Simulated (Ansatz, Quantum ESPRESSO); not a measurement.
# Conductance against width: a In chain with one bond drawn out, part 2 of 5

Wanted: T at the Fermi level along a series, and its decay constant, for a In chain with one bond drawn out.

Quantum ESPRESSO 7.5; plane-wave DFT, PBE, GBRV ultrasoft pseudopotentials; cross-check by Ansatz 0.2.0 with PAW datasets.

So far. Step 2 (SCF with pw.x, 0.5 Å): The run needed 16 iterations to bring the estimated error under 1e-07 Ry; the largest force on any atom, held or free, is 0.50 eV/Å.

**3. The open system, 0.5 Å**

Level of this step: transmission by pwcond, lead and junction from one cell; plane-wave DFT, PBE, GBRV ultrasoft pseudopotentials (Quantum ESPRESSO).

prefixt takes both regions from one run: the lead from 0 to bdl, the scattering region from bdl to bds (units of alat). ikind = 1 puts the same lead on both sides. The program's T_tot counts both spins in a run without spin; the tables below give T per spin.

j0.cond.in reads:

```
&inputcond
  outdir = './out'
  prefixt = 'j0.scf'
  tran_file = 'j0.cond.dat'
  bdl = 0.7866666667
  bds = 4.0000000000
  ikind = 1
  ewind = 4.0
  epsproj = 1e-05
  nz1 = 7
  energy0 = 2.0
  denergy = -0.1
/
1
  0.00000000 0.00000000 1.00000000
41
```

Run with:

```
$ OMP_NUM_THREADS=1 mpirun -n 4 pwcond.x -in j0.cond.in > j0.cond.out
```

Output:

```text
[banner, memory and clock lines left out]
Program PWCOND v.7.5 starts

          URL

     ./out/j0.scf.save/

     IMPORTANT: XC functional enforced from input :
     Exchange-correlation= PBE
                           (   1   4   3   4   0   0   0)
     Any further DFT definition will be discarded
     Please, verify this is what you really want

     Check: negative core charge=   -0.000001

     negative rho (up, down):  5.113E-03 0.000E+00
     Reading collected, re-writing distributed wavefunctions

===== INPUT FILE containing all the regions =====

     GEOMETRY:

     lattice parameter (alat)  =      14.1729  a.u.
     the volume                =   11387.8145 (a.u.)^3
     the cross section         =     200.8724 (a.u.)^2
     l of the unit cell        =       4.0000 (alat)
     number of atoms/cell      =           10
     number of atomic types    =            1

     crystal axes: (cart. coord. in units of alat)
               a(1) = (  1.0000  0.0000  0.0000 )
               a(2) = (  0.0000  1.0000  0.0000 )
               a(3) = (  0.0000  0.0000  4.0000 )

   Cartesian axes

     site n.     atom                  positions (alat units)
          1        In     tau(  1)=(  0.5000  0.5000  4.0000  )
          2        In     tau(  2)=(  0.5000  0.5000  0.3933  )
          3        In     tau(  3)=(  0.5000  0.5000  0.7867  )
          4        In     tau(  4)=(  0.5000  0.5000  1.1800  )
          5        In     tau(  5)=(  0.5000  0.5000  1.5733  )
          6        In     tau(  6)=(  0.5000  0.5000  2.0333  )
          7        In     tau(  7)=(  0.5000  0.5000  2.4267  )
          8        In     tau(  8)=(  0.5000  0.5000  2.8200  )
          9        In     tau(  9)=(  0.5000  0.5000  3.2133  )
         10        In     tau( 10)=(  0.5000  0.5000  3.6067  )

     nr1s                      =           54
     nr2s                      =           54
     nr3s                      =          216
     nr1sx                     =           54
     nr2sx                     =           54
     nr3sx                     =          216
     nr1                       =           60
     nr2                       =           60
     nr3                       =          240
     nr1x                      =           60
     nr2x                      =           60
     nr3x                      =          240

 _______________________________
  Radii of nonlocal spheres:

     type       ibeta     ang. mom.          radius (alat units)
       In         1         0                    0.1706
       In         2         0                    0.1706
       In         3         1                    0.1706
       In         4         1                    0.1706
       In         5         2                    0.1706
       In         6         2                    0.1706
----- General information -----

--- T calc. with identical leads (ikind=1) ---

     nrx                       =           54
     nry                       =           54
     nz1                       =            7

     energy0               =         2.0E+00
     denergy               =        -1.0E-01
     nenergy               =         41
     ecut2d                =         3.4E+01
     ewind                 =         4.0E+00
     epsproj               =         1.0E-05

     number of k_|| points=    1
                       cryst. coord.
        k(    1) = (   0.0000000   0.0000000), wk =   1.0000000
----- Information about left/right lead -----

     nocros                   =           18
     noins                    =           18
     norb                     =           54
     norbf                    =          162
     nrz                      =           42

      iorb      type   ibeta   ang. mom.   m       position (alat)
        1        1       1        0        1   taunew(   1)=(  0.5000  0.5000  0.0000)
        2        1       2        0        1   taunew(   2)=(  0.5000  0.5000  0.0000)
        3        1       3        1        1   taunew(   3)=(  0.5000  0.5000  0.0000)
        4        1       3        1        2   taunew(   4)=(  0.5000  0.5000  0.0000)
        5        1       3        1        3   taunew(   5)=(  0.5000  0.5000  0.0000)
        6        1       4        1        1   taunew(   6)=(  0.5000  0.5000  0.0000)
        7        1       4        1        2   taunew(   7)=(  0.5000  0.5000  0.0000)
        8        1       4        1        3   taunew(   8)=(  0.5000  0.5000  0.0000)
        9        1       5        2        1   taunew(   9)=(  0.5000  0.5000  0.0000)
       10        1       5        2        2   taunew(  10)=(  0.5000  0.5000  0.0000)
       11        1       5        2        3   taunew(  11)=(  0.5000  0.5000  0.0000)
       12        1       5        2        4   taunew(  12)=(  0.5000  0.5000  0.0000)
       13        1       5        2        5   taunew(  13)=(  0.5000  0.5000  0.0000)
       14        1       6        2        1   taunew(  14)=(  0.5000  0.5000  0.0000)
       15        1       6        2        2   taunew(  15)=(  0.5000  0.5000  0.0000)
       16        1       6        2        3   taunew(  16)=(  0.5000  0.5000  0.0000)
       17        1       6        2        4   taunew(  17)=(  0.5000  0.5000  0.0000)
       18        1       6        2        5   taunew(  18)=(  0.5000  0.5000  0.0000)
       19        1       1        0        1   taunew(  19)=(  0.5000  0.5000  0.3933)
       20        1       2        0        1   taunew(  20)=(  0.5000  0.5000  0.3933)
       21        1       3        1        1   taunew(  21)=(  0.5000  0.5000  0.3933)
       22        1       3        1        2   taunew(  22)=(  0.5000  0.5000  0.3933)
       23        1       3        1        3   taunew(  23)=(  0.5000  0.5000  0.3933)
       24        1       4        1        1   taunew(  24)=(  0.5000  0.5000  0.3933)
       25        1       4        1        2   taunew(  25)=(  0.5000  0.5000  0.3933)
       26        1       4        1        3   taunew(  26)=(  0.5000  0.5000  0.3933)
       27        1       5        2        1   taunew(  27)=(  0.5000  0.5000  0.3933)
       28        1       5        2        2   taunew(  28)=(  0.5000  0.5000  0.3933)
       29        1       5        2        3   taunew(  29)=(  0.5000  0.5000  0.3933)
       30        1       5        2        4   taunew(  30)=(  0.5000  0.5000  0.3933)
       31        1       5        2        5   taunew(  31)=(  0.5000  0.5000  0.3933)
       32        1       6        2        1   taunew(  32)=(  0.5000  0.5000  0.3933)
       33        1       6        2        2   taunew(  33)=(  0.5000  0.5000  0.3933)
       34        1       6        2        3   taunew(  34)=(  0.5000  0.5000  0.3933)
[...]
141        1       6        2        2   taunew( 141)=(  0.5000  0.5000  2.8200)
      142        1       6        2        3   taunew( 142)=(  0.5000  0.5000  2.8200)
      143        1       6        2        4   taunew( 143)=(  0.5000  0.5000  2.8200)
      144        1       6        2        5   taunew( 144)=(  0.5000  0.5000  2.8200)
      145        1       1        0        1   taunew( 145)=(  0.5000  0.5000  3.2133)
      146        1       2        0        1   taunew( 146)=(  0.5000  0.5000  3.2133)
      147        1       3        1        1   taunew( 147)=(  0.5000  0.5000  3.2133)
      148        1       3        1        2   taunew( 148)=(  0.5000  0.5000  3.2133)
      149        1       3        1        3   taunew( 149)=(  0.5000  0.5000  3.2133)
      150        1       4        1        1   taunew( 150)=(  0.5000  0.5000  3.2133)
      151        1       4        1        2   taunew( 151)=(  0.5000  0.5000  3.2133)
      152        1       4        1        3   taunew( 152)=(  0.5000  0.5000  3.2133)
      153        1       5        2        1   taunew( 153)=(  0.5000  0.5000  3.2133)
      154        1       5        2        2   taunew( 154)=(  0.5000  0.5000  3.2133)
      155        1       5        2        3   taunew( 155)=(  0.5000  0.5000  3.2133)
      156        1       5        2        4   taunew( 156)=(  0.5000  0.5000  3.2133)
      157        1       5        2        5   taunew( 157)=(  0.5000  0.5000  3.2133)
      158        1       6        2        1   taunew( 158)=(  0.5000  0.5000  3.2133)
      159        1       6        2        2   taunew( 159)=(  0.5000  0.5000  3.2133)
      160        1       6        2        3   taunew( 160)=(  0.5000  0.5000  3.2133)
      161        1       6        2        4   taunew( 161)=(  0.5000  0.5000  3.2133)
      162        1       6        2        5   taunew( 162)=(  0.5000  0.5000  3.2133)
 ngper, shell number =          545          70
 ngper, n2d =          545         174
---  E-Ef =    2.0000000  k =    0.0000000   0.0000000
---  ie =          1  ik =          1
 Nchannels of the left tip =            3
 Right moving states:
   k1(2pi/a)   k2(2pi/a)   E-Ef (eV)
  -0.3136921   0.0000038   2.0000000
  -0.3137949   0.0000038   2.0000000
   0.3159054  -0.0000084   2.0000000
 Left moving states:
   k1(2pi/a)   k2(2pi/a)   E-Ef (eV)
   0.3136921   0.0000038   2.0000000
   0.3137949   0.0000038   2.0000000
  -0.3159054  -0.0000084   2.0000000

 to transmit
 Band j to band i transmissions and reflections:
    j         i     |T_ij|^2    |R_ij|^2

    1 -->     1     0.79478     0.20521
    1 -->     2     0.00000     0.00001
    1 -->     3     0.00000     0.00000
   Total T_j, R_j =    0.79478  0.20522

    2 -->     1     0.00000     0.00001
    2 -->     2     0.79488     0.20511
    2 -->     3     0.00000     0.00000
   Total T_j, R_j =    0.79488  0.20512

    3 -->     1     0.00000     0.00000
    3 -->     2     0.00000     0.00000
    3 -->     3     0.93666     0.06334
   Total T_j, R_j =    0.93666  0.06334

E-Ef(ev), T(x2 spins) =    2.0000000   5.0526366
---  E-Ef =    1.9000000  k =    0.0000000   0.0000000
---  ie =          2  ik =          1
 Nchannels of the left tip =            3
 Right moving states:
   k1(2pi/a)   k2(2pi/a)   E-Ef (eV)
   0.3080600  -0.0000085   1.9000000
  -0.3315525   0.0000038   1.9000000
  -0.3316557   0.0000038   1.9000000
 Left moving states:
   k1(2pi/a)   k2(2pi/a)   E-Ef (eV)
  -0.3080600  -0.0000085   1.9000000
   0.3315525   0.0000038   1.9000000
   0.3316557   0.0000038   1.9000000

 to transmit
 Band j to band i transmissions and reflections:
    j         i     |T_ij|^2    |R_ij|^2

    1 -->     1     0.93223     0.06777
    1 -->     2     0.00000     0.00000
    1 -->     3     0.00000     0.00000
   Total T_j, R_j =    0.93223  0.06777

    2 -->     1     0.00000     0.00000
    2 -->     2     0.80140     0.19858
    2 -->     3     0.00000     0.00001
   Total T_j, R_j =    0.80140  0.19860

    3 -->     1     0.00000     0.00000
    3 -->     2     0.00000     0.00001
    3 -->     3     0.80150     0.19849
   Total T_j, R_j =    0.80150  0.19850

E-Ef(ev), T(x2 spins) =    1.9000000   5.0702502
---  E-Ef =    1.8000000  k =    0.0000000   0.0000000
---  ie =          3  ik =          1
 Nchannels of the left tip =            3
 Right moving states:
   k1(2pi/a)   k2(2pi/a)   E-Ef (eV)
   0.3001744  -0.0000086   1.8000000
  -0.3496423   0.0000038   1.8000000
  -0.3497462   0.0000037   1.8000000
 Left moving states:
   k1(2pi/a)   k2(2pi/a)   E-Ef (eV)
  -0.3001744  -0.0000086   1.8000000
   0.3496423   0.0000038   1.8000000
   0.3497462   0.0000037   1.8000000

 to transmit
 Band j to band i transmissions and reflections:
    j         i     |T_ij|^2    |R_ij|^2

    1 -->     1     0.93011     0.06989
    1 -->     2     0.00000     0.00000
    1 -->     3     0.00000     0.00000
   Total T_j, R_j =    0.93011  0.06989

    2 -->     1     0.00000     0.00000
    2 -->     2     0.80635     0.19364
    2 -->     3     0.00000     0.00001
   Total T_j, R_j =    0.80635  0.19365

    3 -->     1     0.00000     0.00000
    3 -->     2     0.00000     0.00001
    3 -->     3     0.80643     0.19356
   Total T_j, R_j =    0.80643  0.19357

E-Ef(ev), T(x2 spins) =    1.8000000   5.0857780
[... further energies and points left out ...]
---  E-Ef =   -1.8000000  k =    0.0000000   0.0000000
---  ie =         39  ik =          1
 Nchannels of the left tip =            0
 Right moving states:
   k1(2pi/a)   k2(2pi/a)   E-Ef (eV)
 Left moving states:
   k1(2pi/a)   k2(2pi/a)   E-Ef (eV)

 to transmit
          E-Ef(ev), T =   -1.8000000   0.0000000
---  E-Ef =   -1.9000000  k =    0.0000000   0.0000000
---  ie =         40  ik =          1
 Nchannels of the left tip =            0
 Right moving states:
   k1(2pi/a)   k2(2pi/a)   E-Ef (eV)
 Left moving states:
   k1(2pi/a)   k2(2pi/a)   E-Ef (eV)

 to transmit
          E-Ef(ev), T =   -1.9000000   0.0000000
---  E-Ef =   -2.0000000  k =    0.0000000   0.0000000
---  ie =         41  ik =          1
 Nchannels of the left tip =            0
 Right moving states:
   k1(2pi/a)   k2(2pi/a)   E-Ef (eV)
 Left moving states:
   k1(2pi/a)   k2(2pi/a)   E-Ef (eV)

 to transmit
          E-Ef(ev), T =   -2.0000000   0.0000000
   T_tot     2.00000      0.50526E+01
   T_tot     1.90000      0.50703E+01
   T_tot     1.80000      0.50858E+01
   T_tot     1.70000      0.50983E+01
   T_tot     1.60000      0.51071E+01
   T_tot     1.50000      0.51093E+01
   T_tot     1.40000      0.51000E+01
   T_tot     1.30000      0.50735E+01
   T_tot     1.20000      0.50250E+01
   T_tot     1.10000      0.49341E+01
   T_tot     1.00000      0.50048E+01
   T_tot     0.90000      0.49046E+01
   T_tot     0.80000      0.48675E+01
   T_tot     0.70000      0.48609E+01
   T_tot     0.60000      0.48724E+01
   T_tot     0.50000      0.48839E+01
   T_tot     0.40000      0.48904E+01
   T_tot     0.30000      0.49261E+01
   T_tot     0.20000      0.50614E+01
   T_tot     0.10000      0.53248E+01
   T_tot    -0.00000      0.55032E+01
   T_tot    -0.10000      0.51695E+01
   T_tot    -0.20000      0.18604E+01
   T_tot    -0.30000      0.18604E+01
   T_tot    -0.40000      0.18605E+01
   T_tot    -0.50000      0.18608E+01
   T_tot    -0.60000      0.18616E+01
   T_tot    -0.70000      0.18633E+01
   T_tot    -0.80000      0.18662E+01
   T_tot    -0.90000      0.18707E+01
   T_tot    -1.00000      0.18771E+01
   T_tot    -1.10000      0.18843E+01
   T_tot    -1.20000      0.18769E+01
   T_tot    -1.30000      0.00000E+00
   T_tot    -1.40000      0.00000E+00
   T_tot    -1.50000      0.00000E+00
   T_tot    -1.60000      0.00000E+00
   T_tot    -1.70000      0.00000E+00
   T_tot    -1.80000      0.00000E+00
   T_tot    -1.90000      0.00000E+00
   T_tot    -2.00000      0.00000E+00

Note: The following floating-point exceptions are signalling: IEEE_UNDERFLOW_FLAG
Note: The following floating-point exceptions are signalling: IEEE_UNDERFLOW_FLAG
Note: The following floating-point exceptions are signalling: IEEE_UNDERFLOW_FLAG
Note: The following floating-point exceptions are signalling: IEEE_UNDERFLOW_FLAG
```

Wall time 3.4 min (4 MPI ranks of Arm Neoverse V2, shared host); peak memory 0.48 GiB.

Numbers from this step:

```
lead channels at the Fermi level, one spin : 3
transmission at the Fermi level, one spin  : 2.752
conductance                                : 2.752 G₀
```

Per spin. The open channels by energy, zero at the Fermi level:

```tsv
energy (eV)	open channels
-2.00	0
-1.80	0
-1.60	0
-1.40	0
-1.20	1
-1.00	1
-0.90	1
-0.70	1
-0.50	1
-0.30	1
-0.10	3
0.00	3
0.10	3
0.30	3
0.50	3
0.70	3
0.90	3
1.00	3
1.20	3
1.40	3
1.60	3
1.80	3
2.00	3
```

Per spin. Transmission against energy, zero at the Fermi level:

```tsv
energy (eV)	transmission
-2.00	0
-1.90	0
-1.70	0
-1.60	0
-1.40	0
-1.30	0
-1.20	0.938
-1.00	0.939
-0.90	0.935
-0.80	0.933
-0.60	0.931
-0.50	0.930
-0.30	0.930
-0.20	0.930
-0.10	2.58
0.00	2.75
0.10	2.66
0.20	2.53
0.30	2.46
0.50	2.44
0.60	2.44
0.80	2.43
0.90	2.45
1.00	2.50
1.20	2.51
1.30	2.54
1.40	2.55
1.60	2.55
1.70	2.55
1.90	2.54
2.00	2.53
```

(Continued in part 3 of 5.)

[Logs are printed without paths, hosts, clocks, repeated set-up lines and the standing remarks that a program may print on its own settings, such as how far it seeks lower states.]

[Hosts, paths, dates, database ids (printed as entryN), source tags and the programs' standing remarks are cut or masked in the printed files.]

[Maps of the electrostatic potential energy from Ansatz leave out the sawtooth potential of an applied field or a dipole correction, so their vacuum need not be flat; planar profiles and work functions include it.]
